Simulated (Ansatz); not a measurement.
# TlBr3 (model cell, started as ReO3 type): the cell at rest

Wanted: the relaxed cell of TlBr3 (model cell, started as ReO3 type).

Method: DFT PBEsol, scalar-relativistic, plane waves, norm-conserving pseudopotentials, in Ansatz 0.2.0.

The structure was built from a prototype and need not be the compound's stable phase.

## 1. The starting structure

Symmetry: Pm-3m, No. 221, cubic system. Conventional cell: a = 5.519 Å, b = 5.519 Å, c = 5.519 Å, α = 90.00°, β = 90.00°, γ = 90.00°. Nearest to Tl lie 6 Br at 2.76 Å. Br has 2 Tl at 2.76 Å nearest. Farther neighbours and most contacts between anions are not listed.

As a file:

```cif
data_structure
_symmetry_space_group_name_H-M 'P 1'
_symmetry_Int_Tables_number 1
_cell_length_a 5.5193
_cell_length_b 5.5193
_cell_length_c 5.5193
_cell_angle_alpha 90.000
_cell_angle_beta 90.000
_cell_angle_gamma 90.000
_cell_volume 168.13
loop_
_atom_site_label
_atom_site_type_symbol
_atom_site_fract_x
_atom_site_fract_y
_atom_site_fract_z
_atom_site_occupancy
Tl1 Tl 0.00000 0.00000 0.00000 1
Br2 Br 0.50000 0.00000 0.00000 1
Br3 Br 0.00000 0.50000 0.00000 1
Br4 Br 0.00000 0.00000 0.50000 1
```

## 2. Probe on a coarse mesh

First a cheap look: the gap decides the mesh and the occupations, the pressure tells how far the cell has to move.

The input, input.yaml:

```yaml
crystal:
  lattice:
    - [5.5193, 0.0, 0.0]
    - [0.0, 5.5193, 0.0]
    - [0.0, 0.0, 5.5193]
  atoms:
    - { symbol: Tl, position: [0.0, 0.0, 0.0] }
    - { symbol: Br, position: [0.5, 0.0, 0.0] }
    - { symbol: Br, position: [0.0, 0.5, 0.0] }
    - { symbol: Br, position: [0.0, 0.0, 0.5] }
kpoints:
  mp_grid: { grid: [4, 4, 4] }
hamiltonian:
  xc: pbesol
  pseudopotentials: { kind: nc }
scf:
  occupations: { method: gaussian, width: 0.1 }
output:
  forces: true
  stress: true
  eigenvalues: true
```

Command:

```bash
ansatz run input.yaml --threads 4 --pin off --max-ram 7168MiB --backend cpu --events-out ev --progress --plain --runs-dir out
```

Numbers of over 12 decimals in the logs are rounded to 6 here.

Log:

```text
Engine: ansatz 0.2.0, x86_64-unknown-linux-gnu
Pseudopotentials: kind: nc
Pseudopotential: Tl, nc, valence charge 13, recommended cutoff 843.552974 eV (normal), Tl.nc.azcp (PseudoDojo's, or run here from an input of PseudoDojo's: the run reads no file of this project's for it)
[...]
--- Band table (eV; the first three rows and the last of 10) ---
  k-point 0: bands = [... 13 lower, -0.1970, -0.1970, -0.1540, -0.1540, -0.1540, 6.2167, 8.7945, 8.7945]
  k-point 1: bands = [... 13 lower, -0.2790, -0.2519, -0.1672, -0.1672, 0.3135, 6.7415, 8.2994, 8.8332]
  k-point 2: bands = [... 13 lower, -0.3813, -0.3052, -0.1649, -0.1649, 1.7226, 6.1574, 7.7968, 8.0444]
  k-point 9: bands = [... 13 lower, -0.1105, 0.4302, 0.4302, 0.4302, 4.2767, 4.6972, 4.6972, 4.6972]
[key lines of the parts left out:]
SCF converged after 7 iterations
Free energy (F): -2935.439678 eV
Fermi energy:    0.419400 eV
P = ⅓ Tr σ = 0.0258 GPa (0.258 kbar)
```

Run time: 1.6 s. Hardware: 4 threads of AMD EPYC 7R13 (Zen 3), shared host; peak memory 0.62 GiB.

This step gave:

```
pressure          : 0.02579 GPa
volume per atom   : 42.03 Å³
gap on the k-mesh : 0 eV
```

The coarse mesh shows no gap and a pressure of 0.0 GPa.

## 3. Relaxation

Harmonic phonons are second derivatives at a point where the forces vanish, and they are wanted at zero stress, so atoms and cell are relaxed first.

Changes to input.yaml since step 2:

```diff
@@ -11,3 +11,3 @@
 kpoints:
-  mp_grid: { grid: [4, 4, 4] }
+  mp_grid: { grid: [8, 8, 8] }
 hamiltonian:
@@ -21 +21,6 @@
   eigenvalues: true
+relax:
+  adjacent_minimum: "off"
+  f_tol: 0.005
+  max_steps: 80
+  cell: { stress_tol: 0.05 }
```

Log:

```text
[...]
Crystal: 4 atoms, lattice volume = 168.133 Å³
Basis set: ecut = 843.552974 eV, 9315 PW (Γ), exchange–correlation on 108×108×108 points (8 copies of the dense FFT grid, shifted against one another)
Bands: 21, of which v1, the nominal top of the filled ones, is band 17 counted from 1 (16 counted from 0)
Symmetry: 48 space group operations
[...]
k-points: 35 of 512
[...]
SCF iter   1: F=—  HF=-2936.159375 eV  |F-HF|=—  |Δ(HF+E_count)|=         —  Δρ=2.75e-2  dr2=1.81e0  ethr=3.10e-3  ⟨swp⟩=6.5  Hψ=3893  notcnv=0
[...]
SCF iter   6: F=-2935.460668 eV  HF=-2935.460668 eV  |F-HF|=1.39e-8  |Δ(HF+E_count)|=   2.97e-7  Δρ=5.04e-6  dr2=3.28e-8  ethr=2.94e-10  ⟨swp⟩=6.8  Hψ=5097  notcnv=0
SCF 1 converged in 6 iterations: F = -2935.460668 eV  dr2 = 3.28e-8
relax step   1: F+E_penalty+E_count = -2935.46066764 eV  Δ(F+E_penalty+E_count) = +0.000e0 eV  max|allowed force component| = 1.882e-29 eV/Å  Δτ_max = 0.0000 Å  P = +0.005 GPa  Ω = 168.133 Å³  (6 SCF iters, dr2 threshold 1.00e-7 eV, accepted)
[...]
iter 1 solved again at ethr=8.70e-7 eV; its pass at ethr=3.10e-3 eV (dr2=2.96e-4 eV) is discarded
SCF iter   1: F=—  HF=-2935.460542 eV  |F-HF|=—  |Δ(HF+E_count)|=         —  Δρ=5.49e-6  dr2=4.21e-8  ethr=8.70e-7  ⟨swp⟩=3.2  Hψ=6306  notcnv=0
eigensolver tolerance schedule: the retry pair's looser diagonalisation over-reported the residual by 7020.52 of it (diagonalisation noise at an unbounded share of the residual, at the tolerance the schedule requests for it); recorded, not acted on — ethr = c·dr2/N_el stays at c = 1.0e-1
[...]
SCF iter   2: F=—  HF=-2935.460668 eV  |F-HF|=—  |Δ(HF+E_count)|=   1.25e-4  Δρ=1.67e-6  dr2=3.77e-9  ethr=1.24e-10  ⟨swp⟩=4.1  Hψ=2376  notcnv=0
[...]
SCF iter   4: F=-2935.460668 eV  HF=-2935.460668 eV  |F-HF|=2.73e-12  |Δ(HF+E_count)|=  2.86e-11  Δρ=6.33e-8  dr2=4.48e-12  ethr=1.00e-12  ⟨swp⟩=8.3  Hψ=4315  notcnv=0
SCF 2 converged in 4 iterations: F = -2935.460668 eV  dr2 = 4.48e-12
relax step   2: F+E_penalty+E_count = -2935.46066765 eV  Δ(F+E_penalty+E_count) = -6.149e-9 eV  max|allowed force component| = 2.058e-29 eV/Å  Δτ_max = 0.0000 Å  P = +0.006 GPa  Ω = 168.133 Å³  stress off target by 5.50e-3 GPa  SCF on the basis re-selected at this cell (its energy is not comparable with the rows above)  (4 SCF iters)
basis re-selected at this cell: Δ(F+E_penalty+E_count) = -6.149e-9 eV, ΔP = +0.000 GPa vs the last step (what re-selecting the basis moved, of the pressure what is left beyond the Pulay correction that the steps carried, after the strain that the cell walked since its last selection, with what the two solves' SCF thresholds leave and, on support functions, any second-order correction that the steps lacked; it is no m [...]
SCF converged after 4 iterations
Free energy (F): -2935.460668 eV
[...]
Internal energy: -2935.439592 eV  (E = F + TS)
E sigma→0 (E₀):  -2935.450130 eV
Entropy (-TS):   -0.021075 eV (-5.269 meV/atom)
Fermi energy:    0.392130 eV
[...]
--- Stress (GPa, compression-positive) ---
        0.005504      -0.000000      -0.000000
       -0.000000       0.005504       0.000000
        0.000000       0.000000       0.005504
  P = ⅓ Tr σ = 0.0055 GPa (0.055 kbar)
--- Band table (eV; the first three rows and the last of 35) ---
  k-point 0: bands = [... 13 lower, -0.1977, -0.1977, -0.1552, -0.1552, -0.1552, 6.2167, 8.7944, 8.7944]
  k-point 1: bands = [... 13 lower, -0.2159, -0.2139, -0.1644, -0.1644, -0.0864, 6.3559, 8.8099, 8.8099]
  k-point 2: bands = [... 13 lower, -0.2797, -0.2526, -0.1683, -0.1683, 0.3120, 6.7416, 8.2992, 8.8333]
  k-point 34: bands = [... 13 lower, -0.1137, 0.4294, 0.4294, 0.4294, 4.2754, 4.6975, 4.6975, 4.6975]
--- Relaxed structure (1 steps of the walk, 1 accepted, 1 SCFs on fresh bases) ---
  F+E_penalty+E_count = -2935.46066765 eV   max|allowed force component| = 2.058e-29 eV/Å   (the final SCF, on the basis selected at the relaxed cell)
  cell:  # Å, volume = 168.1326 Å³
    - [5.5193, 0.0, 0.0]
    - [0.0, 5.5193, 0.0]
    - [0.0, 0.0, 5.5193]
  atoms:
    - { symbol: Tl, position: [0.0, 0.0, 0.0] }
    - { symbol: Br, position: [0.500000, 0.0, 0.0] }
    - { symbol: Br, position: [0.0, 0.500000, 0.0] }
    - { symbol: Br, position: [0.0, 0.0, 0.500000] }
```

Elapsed: 9.7 s, on 4 threads; peak memory 0.79 GiB; 37 s of CPU time.

Little changed from the start: no atom moved by 0.005 Å and no cell edge by 0.1 %.

Numbers from this step:

| Item | Value |
| --- | --- |
| pressure | 0.005504 GPa |

In this step the volume went from 42.03 to 42.03 Å³/atom.

## 4. Relaxing to small forces for the phonons

Phonons need a cell at rest on their own settings, so the relaxation is repeated with tight tolerances on forces and stress on the k mesh and occupations of the first response run.

input.yaml, the sections that differ from step 3:

```yaml
scf:
  occupations: { method: methfessel_paxton, width: 0.2 }
relax:
  adjacent_minimum: "off"
  f_tol: 0.001
  max_steps: 60
  cell: { stress_tol: 0.01 }
# crystal, kpoints, hamiltonian, output: as in step 3
```

Log:

```text
[...]
Crystal: 4 atoms, lattice volume = 168.133 Å³
Basis set: ecut = 843.552974 eV, 9315 PW (Γ), exchange–correlation on 108×108×108 points (8 copies of the dense FFT grid, shifted against one another)
Bands: 21, of which v1, the nominal top of the filled ones, is band 17 counted from 1 (16 counted from 0)
Symmetry: 48 space group operations
[...]
k-points: 35 of 512
[...]
k-point 34: bands = [... 13 lower, -0.1081, 0.4344, 0.4344, 0.4344, 4.2855, 4.7028, 4.7028, 4.7028]
--- Relaxed structure (2 steps of the walk, 2 accepted, 1 SCFs on fresh bases) ---
[...]
cell:  # Å, volume = 168.0216 Å³
    - [5.518085, 0, 0]
    - [0, 5.518085, 0.0]
    - [0, 0.0, 5.518085]
  atoms:
    - { symbol: Tl, position: [0, 0, 0] }
    - { symbol: Br, position: [0.500000, 0, 0] }
    - { symbol: Br, position: [0, 0.500000, 0] }
    - { symbol: Br, position: [0, 0, 0.500000] }
[key lines of the parts left out:]
SCF converged after 7 iterations
Free energy (F): -2935.453319 eV
Fermi energy:    0.393059 eV
P = ⅓ Tr σ = -0.0018 GPa (-0.018 kbar)
```

The job ended after 14 s (4 threads; peak memory 0.8 GiB).

Little changed from the start: no atom moved by 0.005 Å and no cell edge by 0.1 %.

This step gave:

```yaml
pressure: -0.001765 GPa
volume_per_atom: 42.01 Å³
```

The forces vanish by symmetry and the pressure is -0.002 GPa, within the tolerances set. The cell now holds 42.01 Å³/atom.

## 5. Results

| Quantity | Value |
| --- | --- |
| space group after relaxation (within 0.01 Å) | Pm-3m |
| lattice constant a | 5.518 Å |
| lattice constant b | 5.518 Å |
| lattice constant c | 5.518 Å |
| volume per atom | 42.0 Å³ |

What this shows: The forces vanish by symmetry and the pressure is -0.002 GPa, within the tolerances set. The cell now holds 42.01 Å³/atom. The relaxation keeps the symmetry of its start, so it says nothing on stability against lower symmetry. Spin-orbit coupling is left out, which can matter for the heavy elements here. The starting cell was built on a prototype and not taken from a measurement, so the phase need not exist.

[Logs are printed without paths, hosts, clocks, repeated set-up lines and the standing remarks that a program may print on its own settings, such as how far it seeks lower states.]

[Hosts, paths, dates, database ids (printed as entryN), source tags and the programs' standing remarks are cut or masked in the printed files.]
